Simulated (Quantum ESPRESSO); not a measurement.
# antimonene, 1 layer, stepped through biaxial strain, part 2 of 6

What law, if any, do the results for antimonene, 1 layer follow against biaxial strain?

Quantum ESPRESSO 7.5; plane-wave DFT, PBE, GBRV ultrasoft pseudopotentials.

So far. Step 2 (Variable-cell relaxation of the reference):  The last row is no step: it is a fresh SCF in the final cell with a new plane-wave basis, +0 meV from the row before.

## Step 3: Relaxation with pw.x, -4 %

Contents of m0.relax.in:

```
&control
  prefix = 'm0.relax'
  outdir = './out'
  pseudo_dir = './pseudo'
  nstep = 40
  forc_conv_thr = 0.0003
  calculation = 'relax'
  tstress = .true.
/
&system
  ibrav = 0
  nat = 2
  ntyp = 1
  ecutwfc = 50
  ecutrho = 250
  occupations = 'smearing'
  smearing = 'fd'
  degauss = 0.002
/
&electrons
  conv_thr = 1e-09
  mixing_beta = 0.4
  electron_maxstep = 120
  mixing_mode = 'plain'
/
&ions
/
ATOMIC_SPECIES
  Sb  121.7600  sb_pbe_v1.4.uspp.F.UPF
CELL_PARAMETERS angstrom
  3.95350294656000 0.00000000000000 0.00000000000000
  -1.97675147328000 3.42383398560000 0.00000000000000
  0.00000000000000 0.00000000000000 16.65000000000000
ATOMIC_POSITIONS crystal
  Sb  0.666666666700 0.333333333300 0.450822177000
  Sb  0.333333333300 0.666666666700 0.549177823000
K_POINTS automatic
  12 12 1 0 0 0
```

On the command line:

```
$ OMP_NUM_THREADS=1 mpirun -n 4 pw.x -nk 4 -in m0.relax.in > m0.relax.out
```

Log:

```text
[banner, memory and clock lines left out]
Program PWSCF v.7.5 starts
[citation notice left out]

[...]
Message from routine setup:
[...]
bravais-lattice index     =            0
     lattice parameter (alat)  =       7.4710  a.u.
     unit-cell volume          =    1520.9173 (a.u.)^3
     number of atoms/cell      =            2
     number of atomic types    =            1
     number of electrons       =        30.00
     number of Kohn-Sham states=           19
     kinetic-energy cutoff     =      50.0000  Ry
     charge density cutoff     =     250.0000  Ry
     scf convergence threshold =      1.0E-09
     mixing beta               =       0.4000
     number of iterations used =            8  plain     mixing
     energy convergence thresh.=      1.0E-04
     force convergence thresh. =      3.0E-04
     Exchange-correlation=  SLA  PW   PBX  PBC
                           (   1   4   3   4   0   0   0)
     nstep                     =           40

[...]
PseudoPot. # 1 for Sb read from file:
     ./pseudo/sb_pbe_v1.4.uspp.F.UPF
     Pseudo is Ultrasoft + core correction, Zval = 15.0
     Generated by new atomic code, or converted to UPF format
     Using radial grid of  891 points,  6 beta functions with:
                l(1) =   0
                l(2) =   0
                l(3) =   1
                l(4) =   1
                l(5) =   2
                l(6) =   2
     Q(r) pseudized with  8 coefficients,  rinner =    1.350   1.350   1.350
                                                       1.350   1.350

     atomic species   valence    mass     pseudopotential
     Sb               15.00   121.76000     Sb( 1.00)

     12 Sym. Ops., with inversion, found

[...]
number of k points=    19  Fermi-Dirac smearing, width (Ry)=  0.0020
[...]
Dense  grid:   101517 G-vectors     FFT dimensions: (  40,  40, 160)

     Smooth grid:    72729 G-vectors     FFT dimensions: (  36,  36, 144)

     Check: negative core charge=   -0.000004

     Initial potential from superposition of free atoms

     starting charge      28.0000, renormalised to      30.0000

     negative rho (up, down):  2.326E-04 0.000E+00
     Starting wfcs are   18 randomized atomic wfcs +    1 random wfcs

     per-process dynamical memory:    70.9 Mb

     Self-consistent Calculation

     iteration #  1     ecut=    50.00 Ry     beta= 0.40
     Davidson diagonalization with overlap
     ethr =  1.00E-02,  avg # of iterations =  7.6

     negative rho (up, down):  2.630E-07 0.000E+00

     total energy              =    -369.57602896 Ry
     estimated scf accuracy    <       2.24568221 Ry

     iteration #  2     ecut=    50.00 Ry     beta= 0.40
[...]
negative rho (up, down):  1.440E-08 0.000E+00

[...]
total energy              =    -369.86648116 Ry
     estimated scf accuracy    <       0.12056645 Ry

     iteration #  3     ecut=    50.00 Ry     beta= 0.40
[...]
negative rho (up, down):  5.177E-06 0.000E+00

[...]
total energy              =    -369.88616318 Ry
     estimated scf accuracy    <       0.00729464 Ry

     iteration #  4     ecut=    50.00 Ry     beta= 0.40
[...]
negative rho (up, down):  5.776E-05 0.000E+00

[...]
total energy              =    -369.88644274 Ry
     estimated scf accuracy    <       0.00122507 Ry

     iteration #  5     ecut=    50.00 Ry     beta= 0.40
[...]
negative rho (up, down):  4.593E-05 0.000E+00

[...]
total energy              =    -369.88650270 Ry
     estimated scf accuracy    <       0.00001620 Ry

     iteration #  6     ecut=    50.00 Ry     beta= 0.40
[...]
negative rho (up, down):  4.576E-05 0.000E+00

[...]
total energy              =    -369.88650944 Ry
     estimated scf accuracy    <       0.00000265 Ry

     iteration #  7     ecut=    50.00 Ry     beta= 0.40
[...]
negative rho (up, down):  4.706E-05 0.000E+00

[...]
total energy              =    -369.88650973 Ry
     estimated scf accuracy    <       0.00000023 Ry

     iteration #  8     ecut=    50.00 Ry     beta= 0.40
[...]
negative rho (up, down):  4.822E-05 0.000E+00

[...]
total energy              =    -369.88650976 Ry
     estimated scf accuracy    <       0.00000002 Ry

     iteration #  9     ecut=    50.00 Ry     beta= 0.40
[...]
negative rho (up, down):  4.927E-05 0.000E+00

[...]
total energy              =    -369.88650977 Ry
     estimated scf accuracy    <          6.1E-09 Ry

     iteration # 10     ecut=    50.00 Ry     beta= 0.40
[...]
negative rho (up, down):  5.117E-05 0.000E+00

[...]
End of self-consistent calculation

          k = 0.0000 0.0000 0.0000 (  9137 PWs)   bands (ev):

   -29.5981 -29.5981 -29.5030 -29.5030 -29.4625 -29.3676 -29.3676 -29.3286
   -29.2695 -29.2695 -12.7954  -7.4209  -1.8246  -0.6983  -0.6983   1.1871
     2.1772   3.1588   3.2269

          k = 0.0000 0.0962 0.0000 (  9127 PWs)   bands (ev):

   -29.5973 -29.5936 -29.5026 -29.5001 -29.4608 -29.3695 -29.3679 -29.3296
   -29.2749 -29.2697 -12.7115  -7.3954  -1.7772  -1.5204  -0.9035   1.5869
     2.1449   2.3686   3.2495

[...]
the Fermi energy is    -0.2023 ev

!    total energy              =    -369.88650978 Ry
     estimated scf accuracy    <          6.0E-10 Ry
     smearing contrib. (-TS)   =      -0.00000000 Ry
     internal energy E=F+TS    =    -369.88650978 Ry

     The total energy is F=E-TS. E is the sum of the following terms:
     one-electron contribution =    -951.04546887 Ry
     hartree contribution      =     480.84518861 Ry
     xc contribution           =     -88.09980042 Ry
     ewald contribution        =     188.41357090 Ry

     convergence has been achieved in  10 iterations

     negative rho (up, down):  5.117E-05 0.000E+00

     Forces acting on atoms (cartesian axes, Ry/au):

     atom    1 type  1   force =     0.00000000    0.00000000   -0.02424144
     atom    2 type  1   force =     0.00000000    0.00000000    0.02424144

     Total force =     0.034283     Total SCF correction =     0.000246

     Computing stress (Cartesian axis) and pressure

[...]
hartree contribution      =     478.99116167 Ry
     xc contribution           =     -88.08722588 Ry
     ewald contribution        =     186.48533344 Ry

     convergence has been achieved in   6 iterations

     negative rho (up, down):  5.080E-05 0.000E+00

     Forces acting on atoms (cartesian axes, Ry/au):

     atom    1 type  1   force =    -0.00000000   -0.00000000   -0.01381908
     atom    2 type  1   force =     0.00000000    0.00000000    0.01381908

     Total force =     0.019543     Total SCF correction =     0.000082

     Computing stress (Cartesian axis) and pressure

     negative rho (up, down):  5.080E-05 0.000E+00
          total   stress  (Ry/bohr**3)                   (kbar)     P=        9.86
   0.00008765   0.00000000   0.00000000           12.89        0.00        0.00
   0.00000000   0.00008765   0.00000000            0.00       12.89        0.00
   0.00000000   0.00000000   0.00002578            0.00        0.00        3.79

     Energy error            =      9.2E-04 Ry
     Gradient error          =      1.4E-02 Ry/Bohr

     number of scf cycles    =   2
     number of bfgs steps    =   1

     energy             old  =    -369.8865097774 Ry
     energy             new  =    -369.8874288202 Ry

     CASE: energy            _new < energy            _old

     new trust radius        =       0.0266655873 bohr
     new conv_thr            =            9.2E-11 Ry

ATOMIC_POSITIONS (crystal)
Sb               0.6666666667        0.3333333333        0.4492042286
Sb               0.3333333333        0.6666666667        0.5507957714

[...]
NEW-OLD atomic charge density approx. for the potential

     Check: negative core charge=   -0.000004

     negative rho (up, down):  6.988E-05 0.000E+00

     per-process dynamical memory:    76.9 Mb

     Self-consistent Calculation

     iteration #  1     ecut=    50.00 Ry     beta= 0.40
     Davidson diagonalization with overlap
     ethr =  1.00E-06,  avg # of iterations =  6.3

     negative rho (up, down):  5.524E-05 0.000E+00

     total energy              =    -369.88786514 Ry
     estimated scf accuracy    <       0.00003747 Ry

[...]
iteration #  7     ecut=    50.00 Ry     beta= 0.40
[...]
negative rho (up, down):  5.006E-05 0.000E+00

[...]
End of self-consistent calculation

[...]
the Fermi energy is    -0.1127 ev

!    total energy              =    -369.88786811 Ry
     estimated scf accuracy    <          2.9E-11 Ry
     smearing contrib. (-TS)   =      -0.00000000 Ry
     internal energy E=F+TS    =    -369.88786811 Ry

     The total energy is F=E-TS. E is the sum of the following terms:
     one-electron contribution =    -943.11431463 Ry
     hartree contribution      =     476.94180752 Ry
     xc contribution           =     -88.07347604 Ry
     ewald contribution        =     184.35811506 Ry

     convergence has been achieved in   7 iterations

     negative rho (up, down):  5.006E-05 0.000E+00

     Forces acting on atoms (cartesian axes, Ry/au):

     atom    1 type  1   force =     0.00000000    0.00000000   -0.00273643
     atom    2 type  1   force =     0.00000000    0.00000000    0.00273643

     Total force =     0.003870     Total SCF correction =     0.000001

     Computing stress (Cartesian axis) and pressure

     negative rho (up, down):  5.006E-05 0.000E+00
          total   stress  (Ry/bohr**3)                   (kbar)     P=        7.70
   0.00007701   0.00000000   0.00000000           11.33        0.00        0.00
   0.00000000   0.00007701  -0.00000000            0.00       11.33       -0.00
  -0.00000000  -0.00000000   0.00000305           -0.00       -0.00        0.45

     Energy error            =      4.4E-04 Ry
     Gradient error          =      2.7E-03 Ry/Bohr

     number of scf cycles    =   3
     number of bfgs steps    =   2

     energy             old  =    -369.8874288202 Ry
     energy             new  =    -369.8878681062 Ry

     CASE: energy            _new < energy            _old

     new trust radius        =       0.0065840197 bohr
     new conv_thr            =            4.4E-11 Ry

ATOMIC_POSITIONS (crystal)
Sb               0.6666666667        0.3333333333        0.4489949726
Sb               0.3333333333        0.6666666667        0.5510050274

[...]
NEW-OLD atomic charge density approx. for the potential

     Check: negative core charge=   -0.000004

     negative rho (up, down):  5.119E-05 0.000E+00

     per-process dynamical memory:    76.9 Mb

     Self-consistent Calculation

     iteration #  1     ecut=    50.00 Ry     beta= 0.40
     Davidson diagonalization with overlap
     ethr =  1.00E-06,  avg # of iterations =  4.0

     Threshold (ethr) on eigenvalues was too large:
     Diagonalizing with lowered threshold

     Davidson diagonalization with overlap
     ethr =  7.13E-09,  avg # of iterations =  2.6

     negative rho (up, down):  5.016E-05 0.000E+00

     total energy              =    -369.88788637 Ry
     estimated scf accuracy    <       0.00000237 Ry

[...]
iteration #  6     ecut=    50.00 Ry     beta= 0.40
[...]
negative rho (up, down):  4.978E-05 0.000E+00

[...]
End of self-consistent calculation

          k = 0.0000 0.0000 0.0000 (  9137 PWs)   bands (ev):

   -29.5137 -29.5137 -29.4300 -29.4300 -29.3968 -29.3128 -29.3128 -29.2766
   -29.2227 -29.2227 -12.5631  -7.4979  -1.9052  -0.4765  -0.4765   1.3120
     2.2577   3.1380   3.2593

          k = 0.0000 0.0962 0.0000 (  9127 PWs)   bands (ev):

   -29.5130 -29.5098 -29.4297 -29.4274 -29.3952 -29.3144 -29.3131 -29.2776
   -29.2275 -29.2228 -12.4801  -7.4699  -1.8559  -1.2978  -0.6808   1.6830
     2.1986   2.4317   3.2307

[...]
the Fermi energy is    -0.1027 ev

!    total energy              =    -369.88788646 Ry
     estimated scf accuracy    <          6.5E-12 Ry
     smearing contrib. (-TS)   =      -0.00000000 Ry
     internal energy E=F+TS    =    -369.88788646 Ry

     The total energy is F=E-TS. E is the sum of the following terms:
     one-electron contribution =    -942.08409987 Ry
     hartree contribution      =     476.43434499 Ry
     xc contribution           =     -88.07009803 Ry
     ewald contribution        =     183.83196645 Ry

     convergence has been achieved in   6 iterations

     negative rho (up, down):  4.978E-05 0.000E+00

     Forces acting on atoms (cartesian axes, Ry/au):

     atom    1 type  1   force =    -0.00000000   -0.00000000   -0.00006457
     atom    2 type  1   force =     0.00000000    0.00000000    0.00006457

     Total force =     0.000091     Total SCF correction =     0.000004

     Computing stress (Cartesian axis) and pressure

     negative rho (up, down):  4.978E-05 0.000E+00
          total   stress  (Ry/bohr**3)                   (kbar)     P=        7.19
   0.00007454  -0.00000000   0.00000000           10.97       -0.00        0.00
  -0.00000000   0.00007454   0.00000000           -0.00       10.97        0.00
   0.00000000   0.00000000  -0.00000252            0.00        0.00       -0.37

     Energy error            =      1.8E-05 Ry
     Gradient error          =      6.5E-05 Ry/Bohr

     bfgs converged in   4 scf cycles and   3 bfgs steps
     (criteria: energy <  1.0E-04 Ry, force <  3.0E-04 Ry/Bohr)

     End of BFGS Geometry Optimization

     Final energy             =    -369.8878864612 Ry

     File ./out/m0.relax.bfgs deleted, as requested
Begin final coordinates

ATOMIC_POSITIONS (crystal)
Sb               0.6666666667        0.3333333333        0.4489949726
Sb               0.3333333333        0.6666666667        0.5510050274
End final coordinates

[...]
```

Run time: 61 s. Hardware: 4 MPI ranks of Arm Neoverse V1, shared host; peak memory 0.68 GiB.

Step by step:

```tsv
step	energy less that of the first step (eV)	largest force (eV/Å)
1	0.0000	0.6233
2	-0.0125	0.3553
3	-0.0185	0.0704
4	-0.0187	0.0017
```

The atoms that moved most (Å):

```tsv
atom	dx	dy	dz	length
Sb1	0.000	0.000	-0.030	0.030
Sb2	0.000	0.000	0.030	0.030
```

Final coordinates:

```
Sb
1.0
     3.95350    0.00000    0.00000
    -1.97675    3.42383    0.00000
     0.00000    0.00000   16.65000
Sb
2
Direct
  0.66667 0.33333 0.44899
  0.33333 0.66667 0.55101
```

The relaxation lowers the energy by 9 meV an atom.

Numbers from this step:

```
free energy  : -5032.5811 eV
Fermi energy : -0.1027 eV
```

## Step 4: SCF with pw.x, -4 %

The self-consistent run of this member.

Contents of m0.scf.in:

```
&control
  prefix = 'm0.scf'
  outdir = './out'
  pseudo_dir = './pseudo'
  calculation = 'scf'
  tprnfor = .true.
/
&system
  ibrav = 0
  nat = 2
  ntyp = 1
  ecutwfc = 40
  ecutrho = 200
  occupations = 'smearing'
  smearing = 'fd'
  degauss = 0.002
  nbnd = 19
/
&electrons
  conv_thr = 1e-09
  mixing_beta = 0.4
  electron_maxstep = 120
  mixing_mode = 'plain'
/
ATOMIC_SPECIES
  Sb  121.7600  sb_pbe_v1.4.uspp.F.UPF
CELL_PARAMETERS angstrom
  3.95350294656000 0.00000000000000 0.00000000000000
  -1.97675147328000 3.42383398560000 0.00000000000000
  0.00000000000000 0.00000000000000 16.65000000000000
ATOMIC_POSITIONS crystal
  Sb  0.666666666700 0.333333333300 0.448994972600
  Sb  0.333333333300 0.666666666700 0.551005027400
K_POINTS automatic
  12 12 1 0 0 0
```

On the command line:

```
$ OMP_NUM_THREADS=1 mpirun -n 4 pw.x -nk 4 -in m0.scf.in > m0.scf.out
```

Log:

```text
[banner, memory and clock lines left out]
Program PWSCF v.7.5 starts
[citation notice left out]

[...]
Message from routine setup:
[...]
bravais-lattice index     =            0
     lattice parameter (alat)  =       7.4710  a.u.
     unit-cell volume          =    1520.9173 (a.u.)^3
     number of atoms/cell      =            2
     number of atomic types    =            1
     number of electrons       =        30.00
     number of Kohn-Sham states=           19
     kinetic-energy cutoff     =      40.0000  Ry
     charge density cutoff     =     200.0000  Ry
     scf convergence threshold =      1.0E-09
     mixing beta               =       0.4000
     number of iterations used =            8  plain     mixing
     Exchange-correlation=  SLA  PW   PBX  PBC
                           (   1   4   3   4   0   0   0)

[...]
PseudoPot. # 1 for Sb read from file:
     ./pseudo/sb_pbe_v1.4.uspp.F.UPF
     Pseudo is Ultrasoft + core correction, Zval = 15.0
     Generated by new atomic code, or converted to UPF format
     Using radial grid of  891 points,  6 beta functions with:
                l(1) =   0
                l(2) =   0
                l(3) =   1
                l(4) =   1
                l(5) =   2
                l(6) =   2
     Q(r) pseudized with  8 coefficients,  rinner =    1.350   1.350   1.350
                                                       1.350   1.350

     atomic species   valence    mass     pseudopotential
     Sb               15.00   121.76000     Sb( 1.00)

     12 Sym. Ops., with inversion, found

[...]
number of k points=    19  Fermi-Dirac smearing, width (Ry)=  0.0020
[...]
Dense  grid:    72729 G-vectors     FFT dimensions: (  36,  36, 144)

     Smooth grid:    51847 G-vectors     FFT dimensions: (  32,  32, 128)

     Initial potential from superposition of free atoms

     starting charge      28.0000, renormalised to      30.0000

     negative rho (up, down):  5.043E-04 0.000E+00
     Starting wfcs are   18 randomized atomic wfcs +    1 random wfcs

     per-process dynamical memory:    52.5 Mb

     Self-consistent Calculation

     iteration #  1     ecut=    40.00 Ry     beta= 0.40
     Davidson diagonalization with overlap
     ethr =  1.00E-02,  avg # of iterations =  7.8

     negative rho (up, down):  2.217E-05 0.000E+00

     total energy              =    -369.58220503 Ry
     estimated scf accuracy    <       2.23822543 Ry

     iteration #  2     ecut=    40.00 Ry     beta= 0.40
[...]
negative rho (up, down):  9.605E-06 0.000E+00

[...]
total energy              =    -369.86569512 Ry
     estimated scf accuracy    <       0.12532400 Ry

     iteration #  3     ecut=    40.00 Ry     beta= 0.40
[...]
negative rho (up, down):  7.158E-05 0.000E+00

[...]
total energy              =    -369.88589739 Ry
     estimated scf accuracy    <       0.00731783 Ry

     iteration #  4     ecut=    40.00 Ry     beta= 0.40
[...]
negative rho (up, down):  1.940E-04 0.000E+00

[...]
total energy              =    -369.88610921 Ry
     estimated scf accuracy    <       0.00130043 Ry

     iteration #  5     ecut=    40.00 Ry     beta= 0.40
[...]
negative rho (up, down):  1.885E-04 0.000E+00

[...]
total energy              =    -369.88617502 Ry
     estimated scf accuracy    <       0.00001767 Ry

     iteration #  6     ecut=    40.00 Ry     beta= 0.40
[...]
negative rho (up, down):  1.973E-04 0.000E+00

[...]
total energy              =    -369.88618335 Ry
     estimated scf accuracy    <       0.00000272 Ry

     iteration #  7     ecut=    40.00 Ry     beta= 0.40
[...]
negative rho (up, down):  2.051E-04 0.000E+00

[...]
total energy              =    -369.88618374 Ry
     estimated scf accuracy    <       0.00000027 Ry

     iteration #  8     ecut=    40.00 Ry     beta= 0.40
[...]
negative rho (up, down):  2.103E-04 0.000E+00

[...]
total energy              =    -369.88618387 Ry
     estimated scf accuracy    <       0.00000002 Ry

     iteration #  9     ecut=    40.00 Ry     beta= 0.40
[...]
negative rho (up, down):  2.140E-04 0.000E+00

[...]
total energy              =    -369.88618393 Ry
     estimated scf accuracy    <          8.8E-09 Ry

     iteration # 10     ecut=    40.00 Ry     beta= 0.40
[...]
negative rho (up, down):  2.199E-04 0.000E+00

[...]
End of self-consistent calculation

          k = 0.0000 0.0000 0.0000 (  6501 PWs)   bands (ev):

   -29.5087 -29.5087 -29.4248 -29.4248 -29.3916 -29.3077 -29.3077 -29.2713
   -29.2173 -29.2173 -12.5608  -7.4959  -1.9021  -0.4738  -0.4738   1.3185
     2.2603   3.3201   3.3343

          k = 0.0000 0.0962 0.0000 (  6527 PWs)   bands (ev):

   -29.5080 -29.5047 -29.4245 -29.4222 -29.3899 -29.3093 -29.3080 -29.2722
   -29.2221 -29.2175 -12.4778  -7.4679  -1.8529  -1.2951  -0.6781   1.6888
     2.2069   2.4343   3.4111

[...]
the Fermi energy is    -0.1000 ev

!    total energy              =    -369.88618394 Ry
     estimated scf accuracy    <          9.0E-10 Ry
     smearing contrib. (-TS)   =      -0.00000000 Ry
     internal energy E=F+TS    =    -369.88618394 Ry

     The total energy is F=E-TS. E is the sum of the following terms:
     one-electron contribution =    -942.08940439 Ry
     hartree contribution      =     476.44186037 Ry
     xc contribution           =     -88.07060640 Ry
     ewald contribution        =     183.83196648 Ry

     convergence has been achieved in  10 iterations

     negative rho (up, down):  2.199E-04 0.000E+00

     Forces acting on atoms (cartesian axes, Ry/au):

     atom    1 type  1   force =     0.00000000    0.00000000   -0.00021641
     atom    2 type  1   force =    -0.00000000   -0.00000000    0.00021641

     Total force =     0.000306     Total SCF correction =     0.000265
     SCF correction compared to forces is large: reduce conv_thr to get better values

[...]
```

Run time: 11 s. Hardware: 4 MPI ranks; peak memory 0.36 GiB; 45 s of CPU time.

Numbers from this step:

- free energy: -5032.5579 eV
- Fermi energy: -0.1 eV
- valence top, on the run's zero: -0.4738 eV
- conduction bottom, on the run's zero: 0.2883 eV
- gap by band count: 0.7621 eV

(Part 2 of 6 ends here.)

[Logs are printed without paths, hosts, clocks, repeated set-up lines and the standing remarks that a program may print on its own settings, such as how far it seeks lower states.]

[Hosts, paths, dates, database ids (printed as entryN), source tags and the programs' standing remarks are cut or masked in the printed files.]

[Maps of the electrostatic potential energy from Ansatz leave out the sawtooth potential of an applied field or a dipole correction, so their vacuum need not be flat; planar profiles and work functions include it.]
